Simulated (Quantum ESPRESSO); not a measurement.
## KMgH3 (Pm-3m): zone-centre phonons

Which modes does KMgH3 (Pm-3m) have at the zone centre?

Program: Quantum ESPRESSO 7.5. Level of theory: DFT LDA, scalar-relativistic, plane waves, PseudoDojo norm-conserving pseudopotentials. Results are calculated unless marked as measured.

Most raw output is cut from this account.

## Step 1: Starting point

Symmetry: Pm-3m, No. 221, cubic system. Conventional cell: a = 4.025 Å, b = 4.025 Å, c = 4.025 Å, α = 90.00°, β = 90.00°, γ = 90.00°. K has 12 H at 2.85 Å nearest. Mg has 6 H at 2.01 Å nearest. Nearest to H lie 2 Mg at 2.01 Å and 8 H at 2.85 Å and 4 K at 2.85 Å. Farther neighbours are not listed.

## Step 2: A first look

Before anything dear is run, a loose run with smearing shows whether this is a metal and how far the cell is from rest.

The input, probe.in:

```
&CONTROL
  calculation = 'scf'
  prefix      = 'x'
  outdir      = './tmp'
  pseudo_dir  = './pseudo'
  tprnfor     = .true.
  tstress     = .true.
  verbosity   = 'high'
/
&SYSTEM
  ibrav       = 0
  nat         = 5
  ntyp        = 3
  ecutwfc     = 92.0
  occupations = 'smearing'
  smearing    = 'gaussian'
  degauss     = 0.01
/
&ELECTRONS
  conv_thr         = 1.0d-07
  mixing_beta      = 0.7
  electron_maxstep = 100
/
ATOMIC_SPECIES
 K      39.0983  K.upf
 Mg     24.3050  Mg.upf
 H       1.0080  H.upf
CELL_PARAMETERS angstrom
     4.025000000    0.000000000    0.000000000
     0.000000000    4.025000000    0.000000000
     0.000000000    0.000000000    4.025000000
ATOMIC_POSITIONS crystal
 K      0.000000000   0.000000000   0.000000000
 Mg     0.500000000   0.500000000   0.500000000
 H      0.000000000   0.500000000   0.500000000
 H      0.500000000   0.000000000   0.500000000
 H      0.500000000   0.500000000   0.000000000
K_POINTS automatic
 4 4 4 0 0 0
```

On the command line:

```sh
> OMP_NUM_THREADS=1 mpirun -n 4 pw.x -nk 4 -in probe.in > probe.out
```

It took 6 s on 4 MPI ranks of Intel Xeon at 2.70GHz, shared host; 22 s of CPU time.

Numbers from this step:

| Property | Result |
| --- | --- |
| volume per atom | 13.04 Å³ |
| pressure | -2.913 GPa |
| gap on the k-mesh | 2.049 eV |

A gap of 2.0 eV opens on this mesh, so the crystal is taken as an insulator; the start stands at -2.9 GPa.

## Step 3: Relaxing the cell and atoms

The relaxation runs at a cutoff a fifth above that of the response, since stress converges more slowly with the basis than frequencies do. Forces and stress are brought to rest with tight thresholds.

The input, relax.in:

```
&CONTROL
  calculation   = 'vc-relax'
  prefix        = 'x'
  outdir        = './tmp'
  pseudo_dir    = './pseudo'
  tprnfor       = .true.
  tstress       = .true.
  forc_conv_thr = 2.0d-05
  etot_conv_thr = 1.0d-07
  nstep         = 40
/
&SYSTEM
  ibrav       = 0
  nat         = 5
  ntyp        = 3
  ecutwfc     = 110
  occupations = 'fixed'
  nbnd        = 13
/
&ELECTRONS
  conv_thr         = 1.0d-11
  mixing_beta      = 0.7
  electron_maxstep = 100
/
&IONS
/
&CELL
  press_conv_thr = 0.2
/
ATOMIC_SPECIES
 K      39.0983  K.upf
 Mg     24.3050  Mg.upf
 H       1.0080  H.upf
CELL_PARAMETERS angstrom
     4.025000000    0.000000000    0.000000000
     0.000000000    4.025000000    0.000000000
     0.000000000    0.000000000    4.025000000
ATOMIC_POSITIONS crystal
 K      0.000000000   0.000000000   0.000000000
 Mg     0.500000000   0.500000000   0.500000000
 H      0.000000000   0.500000000   0.500000000
 H      0.500000000   0.000000000   0.500000000
 H      0.500000000   0.500000000   0.000000000
K_POINTS automatic
 6 6 6 0 0 0
```

On the command line:

```sh
> OMP_NUM_THREADS=1 mpirun -n 4 pw.x -nk 4 -in relax.in > relax.out
```

Run time: 60 s. Hardware: 4 MPI ranks; 3.9 min of CPU time.

Step by step:

```
step  energy less that of the first step (eV)  largest force (eV/Å)  pressure (GPa)  volume (Å³)
   1                                   0.0000                0.0000           -2.92        65.21
   2                                  -0.0162                0.0000           -2.47        64.24
   3                                  -0.0350                0.0000           -1.73        62.81
   4                                  -0.0499                0.0000           -0.49        60.71
   5                                  -0.0511                0.0000            0.03        59.91
   6                                  -0.0511                0.0000            0.00        59.96
   7                                  -0.0511                0.0000            0.00        59.96
   8                                  -0.0509                0.0000            0.00        59.96
```

```
conventional cell, symmetrised  before  after  change
                         a (Å)   4.025  3.914  -2.8 %
                         b (Å)   4.025  3.914  -2.8 %
                         c (Å)   4.025  3.914  -2.8 %
              volume (Å³/atom)   13.04  11.99  -8.1 %
```

The last row of the table of steps is pw.x's closing run on a basis chosen anew for the final cell, so its energy can jump.

Read from the output:

- volume per atom: 11.99 Å³
- pressure: 0.002 GPa
- gap on the k-mesh: 2.328 eV

The volume changes by -8.1 % from the cell with which this run began.

## Step 4: Self-consistent run for the response

Perturbation theory inherits every error of the wavefunctions, so the threshold is set near the limit of the arithmetic. With a gap, occupations are fixed, which also allows the response to an electric field.

The input, scf.in:

```
&CONTROL
  calculation = 'scf'
  prefix      = 'x'
  outdir      = './tmp'
  pseudo_dir  = './pseudo'
  tprnfor     = .true.
  tstress     = .true.
/
&SYSTEM
  ibrav       = 0
  nat         = 5
  ntyp        = 3
  ecutwfc     = 92.0
  occupations = 'fixed'
  nbnd        = 13
/
&ELECTRONS
  conv_thr         = 1.0d-12
  mixing_beta      = 0.7
  electron_maxstep = 100
/
ATOMIC_SPECIES
 K      39.0983  K.upf
 Mg     24.3050  Mg.upf
 H       1.0080  H.upf
CELL_PARAMETERS angstrom
     3.913901461    0.000000000    0.000000000
     0.000000000    3.913901461    0.000000000
     0.000000000    0.000000000    3.913901461
ATOMIC_POSITIONS crystal
 K      0.000000000   0.000000000   0.000000000
 Mg     0.500000000   0.500000000   0.500000000
 H      0.000000000   0.500000000   0.500000000
 H      0.500000000   0.000000000   0.500000000
 H      0.500000000   0.500000000   0.000000000
K_POINTS automatic
 8 8 8 0 0 0
```

On the command line:

```sh
> OMP_NUM_THREADS=1 mpirun -n 4 pw.x -nk 4 -in scf.in > scf.out
```

Wall time 16 s (4 MPI ranks).

This step gave:

```yaml
pressure: 0.001 GPa
```

The cell stands at 0.001 GPa, close enough for phonons.

## Step 5: Zone-centre response

At q = 0 one unit cell holds all displacements; symmetry groups them into irreducible representations that are solved one by one. The response to a field gives ε∞ and the Born charges, which polar modes need.

The input, ph.in:

```
phonons
&INPUTPH
  prefix = 'x'
  outdir = './tmp'
  fildyn = 'g.dyn'
  tr2_ph = 1.0d-18
  epsil  = .true.
/
0.000000000000 0.000000000000 0.000000000000
```

On the command line:

```sh
> OMP_NUM_THREADS=1 mpirun -n 4 ph.x -nk 4 -in ph.in > ph.out
```

Wall time 8.8 min (4 MPI ranks); 35 min of CPU time.

This step gave:

```
miss of the charge sum rule                                       : 1.00e-4 e
largest acoustic frequency at the zone centre before the sum rule : -10.93 cm⁻¹
highest optical zone-centre mode (no LO-TO term)                  : 1271 cm⁻¹
lowest optical zone-centre mode                                   : 195.8 cm⁻¹
mean high-frequency dielectric constant                           : 3.810
largest Born charge in size (third of the trace)                  : 1.841 e
```

Born charge (rows field, columns displacement), before the sum rule (e), principal values of the symmetric part by kind of site:

```
atom  atoms with these values    low  middle   high   mean
  K1                        1   0.95    0.95   0.95   0.95
 Mg2                        1   1.84    1.84   1.84   1.84
  H3                        3  -1.19   -0.80  -0.80  -0.93
```

In full for Mg2:

```
1.84 0.00 0.00
0.00 1.84 0.00
0.00 0.00 1.84
```

High-frequency dielectric tensor:

```
3.81 0.00 0.00
0.00 3.81 0.00
0.00 0.00 3.81
```

The acoustic modes at Γ come out as far as 10.9 cm⁻¹ from zero, where they should vanish, a sizeable error of basis and grid; the Born charges miss their sum rule by 1.0e-4 e, which is good.

## Step 6: Modes with the sum rule

A rigid shift of the crystal must cost nothing, but grids and finite bases break this; the acoustic sum rule is imposed before the matrix is diagonalised again. With Born charges the intensities follow, and the static dielectric tensor.

The input, dynmat.in:

```
&INPUT
  fildyn = 'g.dyn'
  asr    = 'simple'
  fileig = 'dynmat.eig'
  lperm  = .true.
/
```

On the command line:

```sh
> dynmat.x -in dynmat.in > dynmat.out
```

Wall time 0.73 s (1 thread).

Read from the output:

| Item | Value |
| --- | --- |
| lowest optical zone-centre mode | 196.3 cm⁻¹ |
| mean static dielectric constant | 8.995 |

Unit eigenvectors of the mass-weighted matrix after the sum rule; no LO-TO term. Modes at Γ, with each element's share of the kinetic energy:

```
mode  frequency (cm⁻¹)  symmetry  K %  Mg %  H %
   1               0.0  acoustic   59    37    5
   2               0.0  acoustic   59    37    5
   3               0.0  acoustic   59    37    5
   4             196.3       T1u   41    57    3
   5             196.3       T1u   41    57    3
   6             196.3       T1u   41    57    3
   7             595.1       T1u    0     5   94
   8             595.1       T1u    0     5   94
   9             595.1       T1u    0     5   94
  10             637.6       T2u    0     0  100
  11             637.6       T2u    0     0  100
  12             637.6       T2u    0     0  100
  13            1271.2       T1u    0     1   99
  14            1271.2       T1u    0     1   99
  15            1271.2       T1u    0     1   99
```

Displacements in mode 4 (196.3 cm⁻¹), the largest set to 1:
```
K1  -0.06  0.01 -0.67
Mg2  0.09 -0.02  1.00
H3   0.07 -0.01  0.55
H4   0.05 -0.01  0.55
H5   0.05 -0.01  0.71
```

Displacements in mode 13 (1271.2 cm⁻¹), the largest set to 1:
```
K1   0.00  0.00  0.00
Mg2  0.00  0.00 -0.02
H3   0.00  0.00 -0.18
H4   0.00  0.00 -0.18
H5   0.00  0.00  1.00
```

Degenerate modes summed, no LO-TO term. Infrared lines, with heights relative to the strongest:

```
position (cm⁻¹)  lines merged  label  IR intensity, relative
            196             3    T1u                     0.3
            595             3    T1u                     100
            638             3    T2u                     0.0
           1271             3    T1u                      42
```

Static dielectric tensor (ions relaxed, fixed cell):

```
8.99 0.00 0.00
0.00 8.99 0.00
0.00 0.00 8.99
```

The rule also moves an optical mode by 0.5 cm⁻¹.

## Step 7: Sum rules set otherwise: a sum rule for molecules or wires on a crystal

This rule also removes rotations, which suits wires and not a crystal; it is tried to see the harm.

The input, dynmat.in:

```
&INPUT
  fildyn = 'g.dyn'
  asr    = 'one-dim'
  fileig = 'dynmat.eig'
  lperm  = .true.
/
```

On the command line:

```sh
> dynmat.x -in dynmat.in > dynmat.out
```

Run time: 0.68 s. Hardware: 1 thread.

The program raised no error, yet the settings are not those of a careful run.

The fault: a sum rule for molecules or wires on a crystal; 1 optical mode is projected out to zero frequency, as if it were a rotation.

For a crystal the rule has to be 'simple' or 'crystal'.

Zone-centre frequencies as printed; negative means imaginary. Modes:

```
mode  frequency (cm⁻¹)
   1                 0
   2                 0
   3                 0
   4                 0
   5             196.1
   6             196.1
   7               561
   8             594.2
   9             594.2
  10             637.3
  11             637.5
  12             637.5
  13              1213
  14              1271
  15              1271
```

## Step 8: Modes along a direction of q (1 0 0)

A longitudinal polar mode sets up a macroscopic field that stiffens it; the term hangs on the direction from which q goes to zero.

The input, dynmat.in:

```
&INPUT
  fildyn = 'g.dyn'
  asr    = 'simple'
  fileig = 'dynmat.eig'
  q(1)   = 1.0
  q(2)   = 0.0
  q(3)   = 0.0
/
```

On the command line:

```sh
> dynmat.x -in dynmat.in > dynmat.out
```

It took 0.73 s on 1 thread.

This step gave:

| Property | Result |
| --- | --- |
| highest mode moved by the LO-TO term | 1366 cm⁻¹ |

Zone-centre frequencies as printed; negative means imaginary. Modes:

```
mode  frequency (cm⁻¹)
   1                 0
   2                 0
   3                 0
   4             196.3
   5             196.3
   6             197.6
   7             595.1
   8             595.1
   9             637.6
  10             637.6
  11             637.6
  12               845
  13              1271
  14              1271
  15              1366
```

The field moves 3 modes; the highest of them now lies at 1366 cm⁻¹, where the highest that moved away lay at 1271.

## Step 9: Summary of results

```
space group after relaxation                                           : Pm-3m
volume per atom                                                        : 12.0 Å³
gap on the k-mesh                                                      : 2.33 eV
highest optical zone-centre mode (no LO-TO term)                       : 1271 cm⁻¹
lowest optical zone-centre mode                                        : 196.3 cm⁻¹
highest mode moved by the LO-TO term                                   : 1366 cm⁻¹
mean high-frequency dielectric constant                                : 3.81
largest Born charge in size (third of the trace)                       : 1.84 e
mean static dielectric constant                                        : 8.99
imaginary optical modes at the zone centre (no q mesh in this session) : none
```

What this shows: At the LDA level the optical modes of KMgH3 (Pm-3m) at the zone centre (no LO-TO term) run from 196 to 1271 cm⁻¹. Along the directions run, the highest mode that the macroscopic field moves lies at 1366 cm⁻¹. Lattice motion raises the mean dielectric constant from 3.810 to 8.995. Of the 12 optical modes, 9 are infrared active alone and 3 are silent. These are harmonic frequencies at zero temperature: anharmonic shifts and linewidths and thermal expansion are left out.

[Host names and launcher messages were left out of these logs when they were recorded.]

[Logs are printed without paths, hosts, clocks, repeated set-up lines and the standing remarks that a program may print on its own settings, such as how far it seeks lower states.]

[Hosts, paths, dates, database ids (printed as entryN), source tags and the programs' standing remarks are cut or masked in the printed files.]
